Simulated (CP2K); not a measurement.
Two runs for the C K edge of aminoacetaldehyde. Run A: CP2K XAS_TDP, all-electron GAPW, PBEh(45%), aug-cc-pVDZ, TDA, no relativity. Run B differs in one setting.

First lines with a strength over 0.0015. A:

```csv
atom,energy (eV),states,"strength, one atom"
"C2 (bonded to C, N and 2 H)",284.67,1,0.0151
,285.34,1,0.0267
,285.51,1,0.0064
,287.05,1,0.0028
,287.23,1,0.0064
"C3 (bonded to C, O and H)",281.56,1,0.0701
,286.42,1,0.0148
,287.13,1,0.0026
,287.80,1,0.0022
,289.00,1,0.0035
```

B:

```csv
atom,energy (eV),states,"strength, one atom"
"C2 (bonded to C, N and 2 H)",278.25,1,0.0074
,278.83,1,0.0027
,279.00,1,0.0122
,280.22,1,0.0024
,280.81,1,0.0021
"C3 (bonded to C, O and H)",276.55,1,0.0585
,279.82,1,0.0047
,280.30,1,0.0031
,280.89,1,0.0021
,282.34,1,0.0056
```

Question: Which was it: GW2X switched on, the functional, scalar relativity switched on, the basis?

The functional (functional from PBEh(45%) to PBE0; the lines alone don't name the new value). A functional moves all lines by electronvolts and changes their spacings and strengths. Against PBEh(45%) in aug-cc-pVDZ, the leading lines move by -6.42 eV (C2, to 278.25) and -5.01 eV (C3, to 276.55); the strength of C2's goes from 0.0151 to 0.0074. The next line of C2 over the strength cut lies 0.58 eV higher, against 0.67.

[Banner, clock and machine lines of the logs are left out without a mark of their own.]

[Logs are printed without paths, hosts, clocks, repeated set-up lines and the standing remarks that a program may print on its own settings, such as how far it seeks lower states.]

[Hosts, paths, dates, database ids (printed as entryN), source tags and the programs' standing remarks are cut or masked in the printed files.]
